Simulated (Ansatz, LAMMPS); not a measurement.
## Structural relaxation of glassy 44SiO2-44B2O3-6MgO-6CaO (mol %) (120 atoms)

Aim: bring glassy 44SiO2-44B2O3-6MgO-6CaO (mol %) (120 atoms) to a nearby minimum of the energy and see what moves.

Program: Ansatz 0.2.0. Level of theory: Kohn-Sham DFT, PBE, PAW (set soft_2), plane waves. Results are calculated unless marked as measured.

## (1) Set-up

The cell holds 120 atoms: 14 Si, 28 B, 2 Mg, 2 Ca and 74 O. Cell: a = 11.309 Å, b = 11.309 Å, c = 11.309 Å, α = 90.0°, β = 90.0°, γ = 90.0°. 120 atoms (14 Si, 28 B, 2 Mg, 2 Ca, 74 O) placed at random at 2.14 g/cm³, melted at 3000 K for 20 ps at fixed volume with the Buckingham and Coulomb pair potential of Guillot and Sator (Geochim. Cosmochim. Acta 71, 1249 (2007)) with the boron terms of Wang et al. (J. Non-Cryst. Solids 498, 294 (2018)). Quenched from 3000 K to 300 K at 50 K/ps and fixed volume, held 10 ps at zero pressure.

Limits known from the start: The quench rate of 50 K/ps is orders of magnitude faster than experiment, which tends to freeze in extra defects. The starting topology of bonds comes from the classical model. Sampling is at Γ alone, for a cell whose shortest periodic width is 11 Å.

## (2) Single point at the start

A single point comes first, to see the forces before anything moves.

The input, input.yaml:

```yaml
crystal:
  lattice:
    - [11.30929, 0.0, 0.0]
    - [0.0, 11.30929, 0.0]
    - [0.0, 0.0, 11.30929]
  atoms:
    - { symbol: Si, position: [0.07331, 0.40179, 0.2888] }
    - { symbol: Si, position: [0.54627, 0.36286, 0.61748] }
    - { symbol: Si, position: [0.30899, 0.95816, 0.27922] }
    - { symbol: Si, position: [0.74084, 0.44779, 0.05416] }
    [... 110 atom lines left out ...]
    - { symbol: O, position: [0.60843, 0.82005, 0.73497] }
    - { symbol: O, position: [0.77558, 0.54026, 0.66493] }
    - { symbol: O, position: [0.23181, 0.8707, 0.18587] }
    - { symbol: O, position: [0.57727, 0.62541, 0.81921] }
    - { symbol: O, position: [0.84059, 0.18189, 0.23815] }
    - { symbol: O, position: [0.26806, 0.92375, 0.41046] }
kpoints:
  mp_grid: { grid: [1, 1, 1] }
hamiltonian:
  xc: pbe
scf:
  occupations: { method: fixed }
output:
  forces: true
  stress: true
  populations: true
  dos:
    method: { smearing: { sigma: 0.15 } }
    de: 0.1
    projected: { site_lists: { B: [B], Ca: [Ca], Mg: [Mg], O: [O], Si: [Si] } }
  eigenvalues: true
```

Command:

```console
> ansatz run input.yaml --threads 4 --pin off --max-ram 8192MiB --backend cpu --events-out ev --progress --plain --runs-dir out
```

Run time: 50 s. Hardware: 4 threads of Arm Neoverse N1, shared host; peak memory 2.1 GiB.

Read from the output:

| Quantity | Value |
| --- | --- |
| free energy | -62840.6552 eV |
| free energy per atom | -523.6721 eV/atom |
| SCF cycles | 10 |
| pressure | -4.404 GPa |
| r.m.s. force component | 1.15 eV/Å |
| longest force | 4.346 eV/Å |
| Fermi energy | 3.658 eV |
| gap (highest filled to lowest empty level) | 3.37 eV |
| spilling of the projection | 0.01082 |

The r.m.s. force component of 1.1 eV/Å and the pressure of -4.4 GPa set the starting point.

Length of the force by element:

```
element  coordination  atoms  mean length of the force (eV/Å)  spread  least   most
      B           all     28                             2.39   0.868  0.911   4.35
     Ca           all      2                            0.914  0.0192  0.894  0.933
     Mg           all      2                             1.36   0.267   1.09   1.63
      O           all     74                             1.49   0.643  0.361   3.58
     Si           all     14                             2.48   0.752   1.38   4.04
```

## (3) Relaxation

The atoms are relaxed in the fixed cell, aiming at the force tolerance of the input.

input.yaml, the sections that differ from step 2:

```yaml
output:
  forces: true
relax:
  f_tol: 0.03
  max_steps: 200
# crystal, kpoints, hamiltonian, scf: as in step 2
```

Elapsed: 10 min, on 4 threads; peak memory 1.9 GiB.

Relaxation path (22 of 28):

```
step  energy less that of the first step (eV)  largest force component (eV/Å)
   1                                   0.0000                          3.9235
   2                                  -5.8383                          2.5033
   4                                  -9.7592                          0.9461
   5                                 -10.3721                          0.6103
   6                                 -10.8474                          0.6205
   7                                 -10.9935                          0.5112
   9                                 -11.3004                          0.4325
  10                                 -11.3904                          0.7133
  11                                 -11.5222                          0.9200
  13                                 -11.8874                          0.4739
  14                                 -11.8369                          0.8259
  15                                 -11.9838                          0.2309
  16                                 -12.0165                          0.2616
  18                                 -12.0168                          0.2712
  19                                 -12.0391                          0.0828
  20                                 -12.0402                          0.0805
  22                                 -12.0465                          0.2983
  23                                 -12.0512                          0.0496
  24                                 -12.0541                          0.1056
  25                                 -12.0570                          0.0379
  27                                 -12.0603                          0.0309
  28                                 -12.0609                          0.0245
```

Relaxation steps 14, 18, 22 were tried and not accepted.

The atoms that moved most (Å):

```
atom      dx      dy      dz  length
 O64  -0.930  -0.725  -0.063   1.181
 B28  -0.794   0.034   0.393   0.887
O102   0.540   0.532   0.232   0.793
 O65  -0.738   0.010   0.271   0.786
O100  -0.379   0.355  -0.580   0.778
 O87   0.552  -0.314  -0.366   0.733
 O61   0.309   0.624   0.176   0.719
 O74   0.405  -0.258   0.516   0.705
```

The relaxation changed the energy by -101 meV/atom, and atoms moved by 0.44 Å r.m.s., 1.2 Å at most.

## (4) Structure statistics after relaxation

Bonds before and after, by the cutoffs listed below:

```
pair  bonds before  bonds after  mean before (Å)  mean after (Å)  spread before (Å)  spread after (Å)
 O-B            86           86            1.409           1.385              0.031             0.040
O-Si            56           56            1.635           1.634              0.033             0.024
O-Ca            13           13            2.465           2.447              0.148             0.169
O-Mg            10           10            2.118           2.103              0.115             0.166
```

Density 2.31 g/cm³, 12.05 Å³ an atom.

Pair distribution functions g(r), in bins of 0.2 Å:

```
r (Å)  total   O-O   O-B   O-Si  O-Ca  O-Mg   B-B
 1.30   2.78  0.00  9.65   0.00  0.00  0.00  0.00
 1.50   0.97  0.00  2.79   1.12  0.00  0.00  0.00
 1.70   1.52  0.00  0.00  10.55  0.00  0.00  0.00
 1.90   0.07  0.00  0.00   0.00  0.00  3.27  0.00
 2.10   0.07  0.00  0.00   0.00  0.86  2.71  0.00
 2.30   0.93  2.15  0.00   0.00  3.50  2.35  0.00
 2.50   0.79  1.47  0.09   0.00  3.16  0.66  2.09
 2.70   1.34  2.31  0.23   0.00  1.03  0.00  2.69
 2.90   0.67  0.55  0.46   0.20  0.00  0.49  0.17
 3.10   0.82  0.88  1.02   0.29  1.22  1.17  0.15
 3.30   0.97  0.89  1.36   0.81  0.34  0.37  0.65
 3.50   1.17  0.90  1.57   1.57  0.67  0.65  1.32
 3.70   1.20  0.81  1.87   1.38  1.15  1.13  1.27
 3.90   1.11  0.66  1.47   1.72  1.78  2.04  0.87
 4.10   0.99  0.79  1.07   1.21  0.93  1.12  0.96
 4.30   1.02  1.02  0.78   1.39  1.27  0.83  1.59
 4.50   1.06  1.35  0.78   0.74  1.33  0.38  1.51
 4.70   1.01  1.30  0.72   0.89  1.58  0.35  1.00
 4.90   1.10  1.28  0.88   0.90  1.31  0.65  0.74
 5.10   1.01  1.09  0.84   0.94  0.15  1.34  1.13
 5.30   0.94  0.90  0.89   0.81  0.83  1.39  0.73
 5.50   0.98  0.89  1.11   0.96  0.77  1.41  0.58
```

Bonds by pair of elements; cutoffs follow the first minimum of g(r), held within bounds set by covalent radii, and pairs that aren't listed don't count as bonded:

```
pair A-B  cutoff (Å)  bonds  mean length (Å)  spread (Å)  shortest (Å)  B about A  A about B
     O-B        1.83     86             1.39        0.04          1.31       1.16       3.07
    O-Si        2.08     56             1.63       0.024          1.58      0.757          4
    O-Ca        2.93     13             2.45       0.169          2.13      0.176        6.5
    O-Mg        2.62     10             2.10       0.166          1.84      0.135          5
```

How many atoms have how many bonded neighbours:

```
element  mean   2   3   4  5  6  8
      B  3.07   0  26   2  0  0  0
     Ca   6.5   0   0   0  1  0  1
     Mg     5   0   0   1  0  1  0
      O  2.23  57  17   0  0  0  0
     Si     4   0   0  14  0  0  0
```

Bond angles, per cent of each kind in bins of 5°:

```
angle (°)  O-B-O  O-Si-O  B-O-Si  O-Ca-O  B-O-B
    50–55    0.0     0.0     0.0     5.3    0.0
    55–60    0.0     0.0     0.0     7.9    0.0
    60–65    0.0     0.0     0.0     2.6    0.0
    65–70    0.0     0.0     0.0     5.3    0.0
    70–75    0.0     0.0     0.0     0.0    0.0
    75–80    0.0     0.0     0.0     5.3    0.0
    80–85    0.0     0.0     0.0     7.9    0.0
    85–90    0.0     0.0     0.0     7.9    0.0
    90–95    0.0     0.0     0.0     5.3    0.0
   95–100    0.0     3.6     0.0     5.3    0.0
  100–105    1.1     8.3     0.0     5.3    0.0
  105–110    5.6    44.0     0.0     7.9    0.0
  110–115   14.4    35.7     2.6     7.9    0.0
  115–120   35.6     7.1     0.0     2.6    0.0
  120–125   36.7     1.2    13.2     0.0    9.1
  125–130    5.6     0.0    13.2     5.3   22.7
  130–135    1.1     0.0    10.5     2.6    9.1
  135–140    0.0     0.0    18.4     2.6    0.0
  140–145    0.0     0.0    15.8     2.6   13.6
  145–150    0.0     0.0     5.3     2.6   13.6
  150–155    0.0     0.0    13.2     2.6   13.6
  155–160    0.0     0.0     2.6     0.0    4.5
  160–165    0.0     0.0     5.3     5.3    9.1
  165–170    0.0     0.0     0.0     0.0    0.0
  170–175    0.0     0.0     0.0     0.0    4.5
```

Bond angles (no mean is given where the spread exceeds 20°):

```
 angle  count  mean (°)  spread (°)
 O-B-O     90       118         4.9
O-Si-O     84       109         4.2
B-O-Si     38       138          12
O-Ca-O     38         -           -
 B-O-B     22       142        13.9
```

Oxygen atoms by the number of network formers (Si, P, Ge, B, Al, As, Ga) bound to them:

```
network formers bound to O  O atoms  per cent
                         0        0         0
                         1        6       8.1
                         2       68      91.9
```

Network units: each former by its oxygen neighbours and how many of them bridge to another former:

```
former  O neighbours  bridging O  atoms
    Si             4           3      2
    Si             4           4     12
     B             3           2      4
     B             3           3     22
     B             4           4      2
```

Bond length by coordination (bonds to H left out):

```
element  coordination  atoms  mean bond length (Å)
      B             3     26                  1.38
      B             4      2                  1.48
     Ca             5      1                  2.38
     Ca             8      1                  2.49
     Mg             4      1                  2.02
     Mg             6      1                  2.16
      O             2     57                  1.50
      O             3     17                  1.82
```

Rings of the network by King's shortest-path rule, up to 12 atoms, one path for each pair of neighbours; H, halogens, alkali and alkaline-earth atoms are left out, and the last column divides by all other atoms, bonded or not:

```
ring size (atoms)  rings  per network atom
                6      1             0.009
                8      3             0.026
               10      1             0.009
               12      3             0.026
```

Counting bonds as in the table, 93 % of B atoms have 3, 50 % of Ca atoms have 5 and as many 8, 50 % of Mg atoms have 4 and as many 6 and 77 % of O atoms have 2 bonded neighbours. The O-B-O angle averages 118° with a spread of 5°. 92 % of the oxygens bridge two formers (Si and B) and 8 % are non-bridging. The commonest B unit has 3 oxygens, 3 of them shared with other formers (22 of 28 atoms). Rings of 8 and 12 atoms are the most common (38 % each of those counted); sizes run from 6 to 12, where the search stops.

## (5) Single point at the relaxed geometry

One more single point at the end of the walk gives the fuller output and checks the residual forces.

The input, input.yaml:

```yaml
crystal:
  lattice:
    - [11.30929, 0.0, 0.0]
    - [0.0, 11.30929, 0.0]
    - [0.0, 0.0, 11.30929]
  atoms:
    - { symbol: Si, position: [0.08359, 0.40456, 0.29775] }
    - { symbol: Si, position: [0.57024, 0.39941, 0.62333] }
    - { symbol: Si, position: [0.28111, 0.92589, 0.26808] }
    - { symbol: Si, position: [0.75538, 0.46471, 0.04166] }
    [... 110 atom lines left out ...]
    - { symbol: O, position: [0.60652, 0.79743, 0.72303] }
    - { symbol: O, position: [0.81175, 0.58997, 0.66921] }
    - { symbol: O, position: [0.25216, 0.8229, 0.17244] }
    - { symbol: O, position: [0.55527, 0.60408, 0.78916] }
    - { symbol: O, position: [0.81552, 0.19952, 0.19187] }
    - { symbol: O, position: [0.25144, 0.88526, 0.40784] }
kpoints:
  mp_grid: { grid: [1, 1, 1] }
hamiltonian:
  xc: pbe
scf:
  occupations: { method: fixed }
output:
  forces: true
  stress: true
  populations: true
  dos:
    method: { smearing: { sigma: 0.08 } }
    de: 0.1
    projected: { site_lists: { B: [B], Ca: [Ca], Mg: [Mg], O: [O], Si: [Si] } }
  eigenvalues: true
  write_density: true
  write_potential: true
  volumetric_format: npy
  elf: true
```

Wall time 53 s (4 threads); peak memory 2.1 GiB; 3.4 min of CPU time.

The run gave:

- free energy: -62852.7161 eV
- free energy per atom: -523.7726 eV/atom
- SCF cycles: 9
- pressure: 0.9913 GPa
- r.m.s. force component: 0.00582 eV/Å
- longest force: 0.0339 eV/Å
- Fermi energy: 2.675 eV
- gap (highest filled to lowest empty level): 4.851 eV
- spilling of the projection: 0.01103

Löwdin charges by element and coordination (they lack the spilled electrons, 0.057 e an atom on average):

```
element  coordination  atoms  mean charge (e)  spread   least    most
      B           all     28            0.645  0.0331   0.583   0.699
      B             3     26            0.649  0.0317   0.583   0.699
      B             4      2            0.599  0.0049   0.594   0.604
     Ca           all      2             1.81  0.0078    1.80    1.81
     Ca             5      1             1.81       0    1.81    1.81
     Ca             8      1             1.80       0    1.80    1.80
     Mg           all      2             1.68  0.0055    1.67    1.68
     Mg             4      1             1.68       0    1.68    1.68
     Mg             6      1             1.67       0    1.67    1.67
      O           all     74           -0.580   0.147   -1.01  -0.344
      O             2     57           -0.569   0.139  -0.961  -0.344
      O             3     17           -0.616   0.165   -1.01  -0.415
     Si           all     14             1.77  0.0301    1.71    1.81
```

States in the cell by windows of 1 eV, zero at the Fermi level; the larger projections on atomic orbitals stand beside the total:

```
from (eV)  to (eV)  total   O p  B p
      -10       -9   22.2  15.4  1.3
       -9       -8   22.3  15.5  2.3
       -8       -7   35.3  25.0  4.9
       -7       -6   37.8  27.2  5.5
       -6       -5   28.1  20.5  4.2
       -5       -4   38.2  28.9  5.9
       -4       -3   58.6  49.1  4.1
       -3       -2   82.2  75.4  2.1
       -2       -1   76.1  72.4  1.0
       -1        0   36.7  35.0  0.5
        0        1    2.7   2.5  0.0
        1        4    0.0   0.0  0.0
        4        5    2.0   0.1  0.1
```

The curve was stored every 0.10 eV, coarse against its broadening of 0.08 eV, so these counts are rough.

With fixed occupations the program's Fermi level is the highest filled level; weight inside the gap is the broadening of levels at its edges.

Between -26 and -10 eV lie 164 more states.

The levels nearest the highest filled one (over half full), pooled over k-points and spins:

```
level less the highest filled one (eV)  occupation
                                -0.298           2
                                -0.211           2
                                -0.146           2
                               -0.0766           2
                               -0.0356           2
                                     0           2
                                  4.85           0
                                  5.19           0
                                  5.49           0
                                  5.59           0
                                  5.81           0
                                  5.89           0
```

Mean Löwdin charges: B +0.65, Ca +1.81, Mg +1.68, O -0.58, Si +1.77 e (they miss 1.1 % of the electrons, so they add up to more than the cell's charge). The largest share in the top eV of filled states is O p (97 % of the projected weight), and in the lowest eV of empty states B p (57 % of the projected weight).

## (6) Results

| Property | Result |
| --- | --- |
| energy change in the relaxation | -100.5 meV/atom |
| r.m.s. displacement | 0.44 Å |
| largest displacement | 1.181 Å |
| free energy per atom | -523.7726 eV/atom |
| pressure | 0.9913 GPa |
| r.m.s. force component | 0.00582 eV/Å |
| gap (highest filled to lowest empty level) | 4.851 eV |
| wall time of the 3 DFT runs | 12 min |

In words: Relaxation lowers the energy by 101 meV/atom and moves atoms by 0.44 Å r.m.s.; the r.m.s. force component goes from 1.1 to 0.0058 eV/Å, the pressure goes from -4.4 to 0.99 GPa, and the gap from 3.37 to 4.85 eV. By the final cutoffs 3 of 165 bonded pairs parted and 3 joined. From the first step to the last the energy fell by 12.061 eV, and the largest move was 1.18 Å (O64). The O-B bonds change most in mean length: from 1.409 Å (spread 0.031) to 1.385 Å (spread 0.040). Counting bonds as in the table, 93 % of B atoms have 3, 50 % of Ca atoms have 5 and as many 8, 50 % of Mg atoms have 4 and as many 6 and 77 % of O atoms have 2 bonded neighbours. 92 % of the oxygens bridge two formers (Si and B) and 8 % are non-bridging. The highest filled and lowest empty levels differ by 4.85 eV (at Γ alone); a semilocal functional tends to put such gaps too low. In a disordered cell it changes from sample to sample, and tail or defect levels can set it.

What to keep in mind: The network of bonds at the start is that of the classical potential that made the cell; in DFT 3 of its 165 bonded pairs passed out of the cutoffs and 3 came within them.

[Logs are printed without paths, hosts, clocks, repeated set-up lines and the standing remarks that a program may print on its own settings, such as how far it seeks lower states.]

[Hosts, paths, dates, database ids (printed as entryN), source tags and the programs' standing remarks are cut or masked in the printed files.]
